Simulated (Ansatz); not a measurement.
# Meshes and cutoff for the phonons of LiCl (Fm-3m), part 2 of 3

Aim: how dense must the meshes and how high the cutoff be for the phonons of LiCl (Fm-3m)?

Ansatz 0.2.0; DFT PBE, scalar-relativistic, plane waves, PAW.

So far, highest frequency on the path or at a solved wavevector (cm⁻¹): step 3 (phonons on a q mesh) 388; step 4 (q mesh 2×2×2) 388. The relaxed cell has a = 5.150 Å (conventional setting).

The database entry behind the starting cell differs from later determinations by our own check (0.1 to 0.3 % short, probably kX units), so it need not match the best structure at ambient conditions.

### 7. The series together

Times are for 4 threads of Arm Neoverse V2, shared host. The series side by side:

| no. | q mesh | k-mesh | mean frequency (cm⁻¹) | zero-point energy per atom (meV) | lowest frequency on the path (cm⁻¹) | time | memory (GiB) |
| --- | --- | --- | --- | --- | --- | --- | --- |
| 1 | 2×2×2 | 8×8×8 | 182.4 | 33.91 | 0 | 4.8 s | 0.46 |
| 2 | 3×3×3 | 9×9×9 | 180.4 | 33.55 | 0 | 16 s | 0.56 |
| 3 | 6×6×6 | 12×12×12 | 180.6 | 33.58 | 0 | 4 min | 1.3 |

The runs together. Table of phonon density of states by wavenumber; read off at these points; values in 1/cm⁻¹/cell:

```csv
wavenumber (cm⁻¹),"2×2×2, 8×8×8","3×3×3, 9×9×9","6×6×6, 12×12×12"
2,0,1.0e-5,0
12,7.0e-5,1.2e-4,9.0e-5
22,3.4e-4,5.5e-4,4.0e-4
32,7.9e-4,0.00121,9.3e-4
42,0.00143,0.00209,0.00167
52,0.00241,0.00327,0.00277
62,0.00383,0.00484,0.00428
78,0.00739,0.0083,0.00787
88,0.0118,0.012,0.0118
98,0.0214,0.0185,0.0187
108,0.0410,0.0322,0.031
118,0.0392,0.0331,0.0346
128,0.0347,0.0351,0.0402
138,0.0219,0.0253,0.0244
148,0.0184,0.0184,0.0188
158,0.0249,0.0178,0.0186
168,0.0465,0.0437,0.0192
178,0.0845,0.0944,0.103
188,0.0513,0.106,0.0818
198,0.0409,0.0429,0.0515
202,0.0320,0.0197,0.0124
212,0.0271,0.00181,0.00274
222,0.015,0.00237,0.00257
232,0.00317,0.00337,0.00338
242,0.00345,0.00389,0.00466
252,0.00382,0.00407,0.00498
262,0.00418,0.00429,0.00527
272,0.00451,0.00453,0.00549
282,0.00485,0.00477,0.00566
292,0.00519,0.005,0.00587
302,0.00555,0.0053,0.00601
312,0.00594,0.00557,0.00621
328,0.00657,0.00609,0.00646
338,0.00707,0.0065,0.00664
348,0.00761,0.00707,0.00686
358,0.00839,0.00766,0.00708
368,0.00936,0.00871,0.00748
378,0.0109,0.0106,0.00821
388,0.00107,7.0e-4,5.3e-4
```

The runs together, line C_V. Table of C_V by temperature; values in J/mol-atom/K:

```csv
temperature (K),"2×2×2, 8×8×8","3×3×3, 9×9×9","6×6×6, 12×12×12"
0,0,0,0
50,5.71,5.72,5.65
100,14.8,15.0,14.9
150,19.2,19.3,19.3
200,21.4,21.5,21.5
250,22.5,22.6,22.6
300,23.2,23.3,23.3
350,23.7,23.7,23.7
400,23.9,24.0,24.0
450,24.1,24.2,24.2
500,24.3,24.3,24.3
550,24.4,24.4,24.4
600,24.5,24.5,24.5
650,24.6,24.6,24.6
700,24.6,24.6,24.6
750,24.6,24.7,24.7
800,24.7,24.7,24.7
850,24.7,24.7,24.7
900,24.7,24.7,24.7
950,24.8,24.8,24.8
1000,24.8,24.8,24.8
```

### 8. Another k mesh, k-mesh 2×2×2, q mesh 2×2×2

The k mesh is changed to 2×2×2 on a small fixed q mesh, to find the coarsest that serves.

File input.yaml:

```yaml
crystal:
  lattice:
    - [0.0, 2.5751358477, 2.5751358477]
    - [2.5751358477, 0.0, 2.5751358477]
    - [2.5751358477, 2.5751358477, 0.0]
  atoms:
    - { symbol: Li, position: [0.0, 0.0, 0.0] }
    - { symbol: Cl, position: [0.5, 0.5, 0.5] }
kpoints:
  mp_grid: { grid: [2, 2, 2] }
hamiltonian:
  xc: pbe
scf:
  occupations: { method: fixed }
output:
  eigenvalues: true
phonons:
  method: dfpt
  dielectric: true
  rigid_motions: translations
  qmesh: [2, 2, 2]
  temperatures: { t_max: 1000, t_step: 50 }
  qpath:
    path:
      - [[0.0, 0.0, 0.0], [0.5, 0.0, 0.5], [0.625, 0.25, 0.625]]
      - [[0.375, 0.375, 0.75], [0.0, 0.0, 0.0], [0.5, 0.5, 0.5], [0.5, 0.25, 0.75], [0.5, 0.0, 0.5]]
    npoints: 10
```

Run with:

```sh
> ansatz run input.yaml --threads 4 --pin off --max-ram 7168MiB --backend cpu --events-out ev --progress --plain --runs-dir out
```

Numbers of over 12 decimals in the logs are rounded to 6 here.

The log of the run:

```text
[...]
Crystal: 2 atoms, lattice volume = 34.153 Å³
Basis set: ecut = 420 eV, 645 PW (Γ), exchange–correlation on 50×50×50 points (8 copies of the dense FFT grid, shifted against one another)
Bands: 9, of which v1, the nominal top of the filled ones, is band 5 counted from 1 (4 counted from 0)
Symmetry: 48 space group operations
k-points: 4 of 8 (irreducible under 8 space group operations)
[...]
SCF iter   1: F=—  HF=-1287.321791 eV  |F-HF|=—  |Δ(HF+E_count)|=         —  Δρ=8.49e-3  dr2=4.06e-2  ethr=1.77e-3  ⟨swp⟩=4.2  Hψ=201  notcnv=0  defer=5
[...]
SCF iter   6: F=-1287.309868 eV  HF=-1287.309868 eV  |F-HF|=8.64e-12  |Δ(HF+E_count)|=   6.45e-9  Δρ=2.00e-7  dr2=5.25e-12  ethr=1.00e-12  ⟨swp⟩=8.5  Hψ=245  notcnv=0
SCF 1 converged in 6 iterations: F = -1287.309868 eV  dr2 = 5.25e-12
[...]
DFPT response loops at Γ: preconditioner auto → none (the input reference at scf.mixing.eps_inf says where Resta's filter doesn't serve); β = 0.50; Broyden in place of MSR1
── the response to a field inside a basis, on 4×4×4 k-points: an SCF that follows is theirs, and a resumed run solves both again ──
Bands: 6, of which v1, the nominal top of the filled ones, is band 5 counted from 1 (4 counted from 0)
k-points: 10 of 64 (irreducible under 12 space group operations)
[...]
Eigensolver: Dense (10 Hₖ)
SCF iter   1: F=—  HF=-1287.845483 eV  |F-HF|=—  |Δ(HF+E_count)|=         —  Δρ=8.78e-3  dr2=4.37e-2  ethr=1.00e-1
[...]
SCF iter   5: F=-1287.833776 eV  HF=-1287.833776 eV  |F-HF|=3.24e-9  |Δ(HF+E_count)|=   5.86e-7  Δρ=2.28e-6  dr2=1.25e-9  ethr=1.87e-9
SCF 1 converged in 5 iterations: F = -1287.833776 eV  dr2 = 1.25e-9
[...]
WARN: field response: ε∞ stands inside a basis, on 4×4×4 points; the force constants stand on the 2×2×2 k-mesh, whose period is 8.99 times the interband length at k = (0.0000, 0.0000, -0.5000), direct gap 6.865 eV, under 14: take them and everything formed from them as unconverged, and compare with a denser kpoints.mp_grid
[...]
SCF converged after 6 iterations
Free energy (F): -1287.309868 eV
[...]
Internal energy: -1287.309868 eV  (E = F + TS)
E sigma→0 (E₀):  -1287.309868 eV
Fermi energy:    1.846119 eV
[...]
--- Band table (eV) ---
[...]
--- Phonons (Γ-DFPT): 2 representative perturbations + reference, on 4 of 8 k-points (Σ response iterations 8) ---
  k mesh reduced under 8 symmetry operations, with k and −k counted as one. Each operation leaves every solved perturbation unchanged. A smaller set is not considered because the run solves the response to a homogeneous field
  ASR residual: 2.028e-4 → 0.000e0 eV/Å²; symmetrization residual: 7.188e-8 eV/Å²
  ASR residual per site (eV/Å²): 1.59e-4 2.03e-4
  Γ frequencies (cm⁻¹): 0.00 0.00 0.00 91.60 91.60 91.60
  ε∞ (high-frequency dielectric tensor):
        2.944552    -0.000000    -0.000000
       -0.000000     2.944552    -0.000000
       -0.000000    -0.000000     2.944552
  ε⁰ (static dielectric tensor: ions relaxed, cell fixed):
       44.665443     0.000000    -0.000000
        0.000000    44.665443    -0.000000
       -0.000000    -0.000000    44.665443
  ε⁰ − ε∞ (ionic part):
       41.720891     0.000000    -0.000000
        0.000000    41.720891    -0.000000
       -0.000000    -0.000000    41.720891
  softest optical mode at Γ: 91.60 cm⁻¹; the repairs (sum rule, projections) moved no ω² at Γ by more than (2.50 cm⁻¹)²
  Born effective charges Z* (e; rows j = field, columns β = displacement):
    site 0:
         1.18755    0.00000    0.00000
         0.00000    1.18755    0.00000
        -0.00000    0.00000    1.18755
    site 1:
        -1.18755   -0.00000   -0.00000
        -0.00000   -1.18755   -0.00000
         0.00000   -0.00000   -1.18755
  Z* charge neutrality: 7.240e-5 e pre-enforcement
  solved inside a basis spanned on kpoints, on 4×4×4 k-points, its susceptibility summed on 8×8×8: ε∞ is read to err by 5.9e-3, Z* by 3.5e-2 e (field_mesh: kpoints solves on kpoints); Z* is corrected for what the basis lacks
  optical modes at Γ without the LO–TO term, one row a degenerate level:
      ω (cm⁻¹)  modes    IR ((D/Å)²/amu)
         91.60      3            16.8179
  optical modes at Γ + LO–TO along q̂ = [1.0000, 0.0000, 0.0000]:
      ω (cm⁻¹)  modes    IR ((D/Å)²/amu)
         91.60      2            11.2119
        356.77      1             5.6060
  optical modes at Γ + LO–TO along q̂ = [0.0000, 1.0000, 0.0000]:
      ω (cm⁻¹)  modes    IR ((D/Å)²/amu)
         91.60      2            11.2119
        356.77      1             5.6060
  optical modes at Γ + LO–TO along q̂ = [0.0000, 0.0000, 1.0000]:
      ω (cm⁻¹)  modes    IR ((D/Å)²/amu)
         91.60      2            11.2119
        356.77      1             5.6060
--- Phonons (arbitrary-q DFPT): 3 irreducible q on the 2×2×2 mesh ---
[...]
interpolated dispersion: 63 rows × 6 modes
[...]
zero-point energy: 0.049079 eV/cell   skipped modes (ω ≤ 0): 368, of them read as no rigid motion or as one in doubt: 365 (1.119e0 modes/cell left out, lowest -70.51 cm⁻¹)   left out of the sums: 1.87e-1 of the cell's modes: C_V's classical limit lies that fraction below 3 k_B per atom; for a crystal, a wire or a layer, F and S can be off by more, and a phonons.interpolated_qmesh denser along its periods is the remedy for the sampling
```

Wall time 3.1 s (4 threads of Arm Neoverse V2, shared host); peak memory 0.34 GiB; 9.6 s of CPU time.

The run finished; it serves as a test, and its numbers are not taken as the result.

### 9. Another k mesh, k-mesh 4×4×4, q mesh 2×2×2

The k mesh is changed to 4×4×4 on a small fixed q mesh, to find the coarsest that serves.

input.yaml, as its differences from that of step 8:

```diff
@@ -9,3 +9,3 @@
 kpoints:
-  mp_grid: { grid: [2, 2, 2] }
+  mp_grid: { grid: [4, 4, 4] }
 hamiltonian:
```

The log of the run:

```text
[...]
Crystal: 2 atoms, lattice volume = 34.153 Å³
Basis set: ecut = 420 eV, 645 PW (Γ), exchange–correlation on 50×50×50 points (8 copies of the dense FFT grid, shifted against one another)
Bands: 9, of which v1, the nominal top of the filled ones, is band 5 counted from 1 (4 counted from 0)
Symmetry: 48 space group operations
k-points: 13 of 64 (irreducible under 8 space group operations, time reversal used)
[...]
SCF iter   1: F=—  HF=-1287.827720 eV  |F-HF|=—  |Δ(HF+E_count)|=         —  Δρ=2.30e-4  dr2=1.93e-5  ethr=1.77e-3  ⟨swp⟩=5.1  Hψ=711  notcnv=0  defer=13
[...]
SCF iter   6: F=-1287.827622 eV  HF=-1287.827622 eV  |F-HF|=9.09e-13  |Δ(HF+E_count)|=  1.08e-10  Δρ=7.96e-8  dr2=8.87e-13  ethr=1.00e-12  ⟨swp⟩=5.8  Hψ=728  notcnv=0
SCF 1 converged in 6 iterations: F = -1287.827622 eV  dr2 = 8.87e-13
[...]
Bands: 6, of which v1, the nominal top of the filled ones, is band 5 counted from 1 (4 counted from 0)
k-points: 10 of 64 (irreducible under 12 space group operations)
[...]
Eigensolver: Dense (10 Hₖ)
SCF iter   1: F=—  HF=-1287.833457 eV  |F-HF|=—  |Δ(HF+E_count)|=         —  Δρ=2.22e-4  dr2=2.81e-5  ethr=1.00e-1
[...]
SCF iter   4: F=-1287.833451 eV  HF=-1287.833451 eV  |F-HF|=3.70e-10  |Δ(HF+E_count)|=   2.10e-7  Δρ=9.50e-7  dr2=1.61e-10  ethr=1.72e-9
SCF 1 converged in 4 iterations: F = -1287.833451 eV  dr2 = 1.61e-10
[...]
SCF converged after 6 iterations
Free energy (F): -1287.827622 eV
[...]
Internal energy: -1287.827622 eV  (E = F + TS)
E sigma→0 (E₀):  -1287.827622 eV
Fermi energy:    1.607390 eV
[...]
--- Band table (eV; the first three rows and the last of 13) ---
[...]
ASR residual: 1.171e-4 → 0.000e0 eV/Å²; symmetrization residual: 3.466e-8 eV/Å²
  ASR residual per site (eV/Å²): 1.17e-4 1.16e-4
  Γ frequencies (cm⁻¹): 0.00 0.00 0.00 165.65 165.65 165.65
  ε∞ (high-frequency dielectric tensor):
        2.944709    -0.000000     0.000000
       -0.000000     2.944709     0.000000
        0.000000     0.000000     2.944709
  ε⁰ (static dielectric tensor: ions relaxed, cell fixed):
       15.700385    -0.000000     0.000000
       -0.000000    15.700385     0.000000
        0.000000     0.000000    15.700385
  ε⁰ − ε∞ (ionic part):
       12.755677    -0.000000     0.000000
       -0.000000    12.755677     0.000000
        0.000000     0.000000    12.755677
[...]
Born effective charges Z* (e; rows j = field, columns β = displacement):
    site 0:
         1.18743   -0.00000   -0.00000
        -0.00000    1.18743    0.00000
         0.00000    0.00000    1.18743
    site 1:
        -1.18743    0.00000    0.00000
         0.00000   -1.18743   -0.00000
        -0.00000   -0.00000   -1.18743
  Z* charge neutrality: 2.982e-5 e pre-enforcement
[...]
optical modes at Γ without the LO–TO term, one row a degenerate level:
      ω (cm⁻¹)  modes    IR ((D/Å)²/amu)
        165.65      3            16.8145
  optical modes at Γ + LO–TO along q̂ = [1.0000, 0.0000, 0.0000]:
      ω (cm⁻¹)  modes    IR ((D/Å)²/amu)
        165.65      2            11.2097
        382.50      1             5.6048
  optical modes at Γ + LO–TO along q̂ = [0.0000, 1.0000, 0.0000]:
      ω (cm⁻¹)  modes    IR ((D/Å)²/amu)
        165.65      2            11.2097
        382.50      1             5.6048
  optical modes at Γ + LO–TO along q̂ = [0.0000, 0.0000, 1.0000]:
      ω (cm⁻¹)  modes    IR ((D/Å)²/amu)
        165.65      2            11.2097
        382.50      1             5.6048
--- Phonons (arbitrary-q DFPT): 3 irreducible q on the 2×2×2 mesh ---
[...]
interpolated dispersion: 63 rows × 6 modes
[...]
```

The job ended after 3.5 s (4 threads; peak memory 0.35 GiB; 11 s of CPU time).

The run finished; it serves as a test, and its numbers are not taken as the result.

### 10. Another k mesh, k-mesh 6×6×6, q mesh 2×2×2

The k mesh is changed to 6×6×6 on a small fixed q mesh, to find the coarsest that serves.

input.yaml, as its differences from that of step 9:

```diff
@@ -9,3 +9,3 @@
 kpoints:
-  mp_grid: { grid: [4, 4, 4] }
+  mp_grid: { grid: [6, 6, 6] }
 hamiltonian:
```

The log of the run:

```text
[...]
Crystal: 2 atoms, lattice volume = 34.153 Å³
Basis set: ecut = 420 eV, 645 PW (Γ), exchange–correlation on 50×50×50 points (8 copies of the dense FFT grid, shifted against one another)
Bands: 9, of which v1, the nominal top of the filled ones, is band 5 counted from 1 (4 counted from 0)
Symmetry: 48 space group operations
k-points: 30 of 216 (irreducible under 8 space group operations, time reversal used)
[...]
optical modes at Γ + LO–TO along q̂ = [0.0000, 1.0000, 0.0000]:
      ω (cm⁻¹)  modes    IR ((D/Å)²/amu)
        166.93      2            11.2094
        383.05      1             5.6047
  optical modes at Γ + LO–TO along q̂ = [0.0000, 0.0000, 1.0000]:
      ω (cm⁻¹)  modes    IR ((D/Å)²/amu)
        166.93      2            11.2094
        383.05      1             5.6047
--- Phonons (arbitrary-q DFPT): 3 irreducible q on the 2×2×2 mesh ---
[...]
interpolated dispersion: 63 rows × 6 modes
[...]
[key lines of the parts left out:]
SCF converged after 7 iterations
Free energy (F): -1287.833767 eV
Fermi energy:    1.601404 eV
```

Wall time 5.1 s (4 threads); peak memory 0.41 GiB.

A gap read on the k-mesh alone can miss the band edges.

Frequencies (cm⁻¹) solved at each irreducible wavevector; negative means imaginary. Frequencies by wavevector, by row:

```
q in reciprocal lattice units  star  mode 1  mode 2  mode 3  mode 4  mode 5  mode 6
                        0 0 0     1       0       0       0   166.9   166.9   166.9
                     0 0 -0.5     4   102.5   102.5   185.2   185.2   201.5   387.5
                  0 -0.5 -0.5     3   127.1   127.1   180.6   180.6   190.4   209.4
```

The highest optical mode at the zone centre (no LO-TO term) is 166.9 cm⁻¹, -0.0 cm⁻¹ against the base run.

### 11. Another k mesh, q mesh 2×2×2

The k mesh is changed to 8×8×8 on a small fixed q mesh, to find the coarsest that serves.

input.yaml, as its differences from that of step 10:

```diff
@@ -9,3 +9,3 @@
 kpoints:
-  mp_grid: { grid: [6, 6, 6] }
+  mp_grid: { grid: [8, 8, 8] }
 hamiltonian:
```

The log of the run:

```text
[...]
Crystal: 2 atoms, lattice volume = 34.153 Å³
Basis set: ecut = 420 eV, 645 PW (Γ), exchange–correlation on 50×50×50 points (8 copies of the dense FFT grid, shifted against one another)
Bands: 9, of which v1, the nominal top of the filled ones, is band 5 counted from 1 (4 counted from 0)
Symmetry: 48 space group operations
k-points: 59 of 512 (irreducible under 8 space group operations, time reversal used)
[...]
optical modes at Γ + LO–TO along q̂ = [0.0000, 1.0000, 0.0000]:
      ω (cm⁻¹)  modes    IR ((D/Å)²/amu)
        166.97      2            11.2102
        383.10      1             5.6051
  optical modes at Γ + LO–TO along q̂ = [0.0000, 0.0000, 1.0000]:
      ω (cm⁻¹)  modes    IR ((D/Å)²/amu)
        166.97      2            11.2102
        383.10      1             5.6051
--- Phonons (arbitrary-q DFPT): 3 irreducible q on the 2×2×2 mesh ---
[...]
interpolated dispersion: 63 rows × 6 modes
[...]
[key lines of the parts left out:]
SCF converged after 8 iterations
Free energy (F): -1287.833896 eV
Fermi energy:    1.601194 eV
```

It took 5.6 s on 4 threads; peak memory 0.47 GiB; 20 s of CPU time.

Frequencies (cm⁻¹) solved at each irreducible wavevector; negative means imaginary. Frequencies by wavevector, by row:

```csv
q in reciprocal lattice units,star,mode 1,mode 2,mode 3,mode 4,mode 5,mode 6
0 0 0,1,0,0,0,167,167,167
0 0 -0.5,4,102.6,102.6,185.2,185.2,201.5,387.5
0 -0.5 -0.5,3,127.1,127.1,180.6,180.6,190.5,209.5
```

The highest optical mode at the zone centre (no LO-TO term) is 167.0 cm⁻¹, +0.0 cm⁻¹ against the base run.

### 12. Another k mesh, k-mesh 12×12×12, q mesh 2×2×2

The k mesh is changed to 12×12×12 on a small fixed q mesh, to find the coarsest that serves.

input.yaml, as its differences from that of step 11:

```diff
@@ -9,3 +9,3 @@
 kpoints:
-  mp_grid: { grid: [8, 8, 8] }
+  mp_grid: { grid: [12, 12, 12] }
 hamiltonian:
```

The log of the run:

```text
[...]
Crystal: 2 atoms, lattice volume = 34.153 Å³
Basis set: ecut = 420 eV, 645 PW (Γ), exchange–correlation on 50×50×50 points (8 copies of the dense FFT grid, shifted against one another)
Bands: 9, of which v1, the nominal top of the filled ones, is band 5 counted from 1 (4 counted from 0)
Symmetry: 48 space group operations
k-points: 163 of 1728 (irreducible under 8 space group operations, time reversal used)
[...]
optical modes at Γ + LO–TO along q̂ = [0.0000, 1.0000, 0.0000]:
      ω (cm⁻¹)  modes    IR ((D/Å)²/amu)
        166.98      2            11.2102
        383.08      1             5.6051
  optical modes at Γ + LO–TO along q̂ = [0.0000, 0.0000, 1.0000]:
      ω (cm⁻¹)  modes    IR ((D/Å)²/amu)
        166.98      2            11.2102
        383.08      1             5.6051
--- Phonons (arbitrary-q DFPT): 3 irreducible q on the 2×2×2 mesh ---
[...]
interpolated dispersion: 63 rows × 6 modes
[...]
[key lines of the parts left out:]
SCF converged after 6 iterations
Free energy (F): -1287.833900 eV
Fermi energy:    1.603902 eV
```

The job ended after 14 s (4 threads; peak memory 0.64 GiB; 55 s of CPU time).

The highest optical mode at the zone centre (no LO-TO term) is 167.0 cm⁻¹, +0.0 cm⁻¹ against the base run.

### 13. Comparing the runs

Times are for 4 threads of Arm Neoverse V2, shared host. The runs compared:

```csv
no.,k-mesh,lowest mode on the q mesh (acoustic modes at Γ apart) (cm⁻¹),highest frequency on the path or at a solved wavevector (cm⁻¹),time,memory (GiB)
1,6×6×6,102.5,387.5,5.1 s,0.41
2,8×8×8,102.6,387.5,5.6 s,0.47
3,12×12×12,102.6,387.5,14 s,0.64
```

The runs together. Phonon density of states against wavenumber; read off at these points; values in 1/cm⁻¹/cell:

```csv
wavenumber (cm⁻¹),6×6×6,8×8×8,12×12×12
2,0,0,0
12,7.0e-5,7.0e-5,7.0e-5
22,3.4e-4,3.4e-4,3.4e-4
32,7.9e-4,7.9e-4,7.9e-4
42,0.00143,0.00143,0.00143
52,0.00241,0.00241,0.00241
62,0.00383,0.00383,0.00383
78,0.0074,0.00739,0.00739
88,0.0118,0.0118,0.0118
98,0.0214,0.0214,0.0214
108,0.0410,0.0410,0.0410
118,0.0391,0.0392,0.0392
128,0.0346,0.0347,0.0347
138,0.0219,0.0219,0.0219
148,0.0184,0.0184,0.0184
158,0.0249,0.0249,0.0248
168,0.0466,0.0465,0.0465
178,0.0845,0.0845,0.0845
188,0.0512,0.0513,0.0513
198,0.0409,0.0409,0.0409
202,0.0320,0.0320,0.0320
212,0.0271,0.0271,0.0271
222,0.0150,0.015,0.0150
232,0.00317,0.00317,0.00317
242,0.00345,0.00345,0.00345
252,0.00382,0.00382,0.00382
262,0.00418,0.00418,0.00418
272,0.00451,0.00451,0.00451
282,0.00485,0.00485,0.00485
292,0.00519,0.00519,0.00519
302,0.00555,0.00555,0.00555
312,0.00594,0.00594,0.00594
328,0.00657,0.00657,0.00657
338,0.00707,0.00707,0.00707
348,0.00761,0.00761,0.00761
358,0.00839,0.00839,0.00839
368,0.00936,0.00936,0.00936
378,0.0109,0.0109,0.0109
388,0.00106,0.00107,0.00106
```

The runs together, line C_V. The C_V, 6×6×6 = 8×8×8 = 12×12×12 by temperature:

| temperature (K) | C_V, 6×6×6 = 8×8×8 = 12×12×12 (J/mol-atom/K) |
| --- | --- |
| 0 | 0 |
| 50 | 5.71 |
| 100 | 14.8 |
| 150 | 19.2 |
| 200 | 21.4 |
| 250 | 22.5 |
| 300 | 23.2 |
| 350 | 23.7 |
| 400 | 23.9 |
| 450 | 24.1 |
| 500 | 24.3 |
| 550 | 24.4 |
| 600 | 24.5 |
| 650 | 24.6 |
| 700 | 24.6 |
| 750 | 24.6 |
| 800 | 24.7 |
| 850 | 24.7 |
| 900 | 24.7 |
| 950 | 24.8 |
| 1000 | 24.8 |

[end of part 2 of 3]

[Logs are printed without paths, hosts, clocks, repeated set-up lines and the standing remarks that a program may print on its own settings, such as how far it seeks lower states.]

[Hosts, paths, dates, database ids (printed as entryN), source tags and the programs' standing remarks are cut or masked in the printed files.]
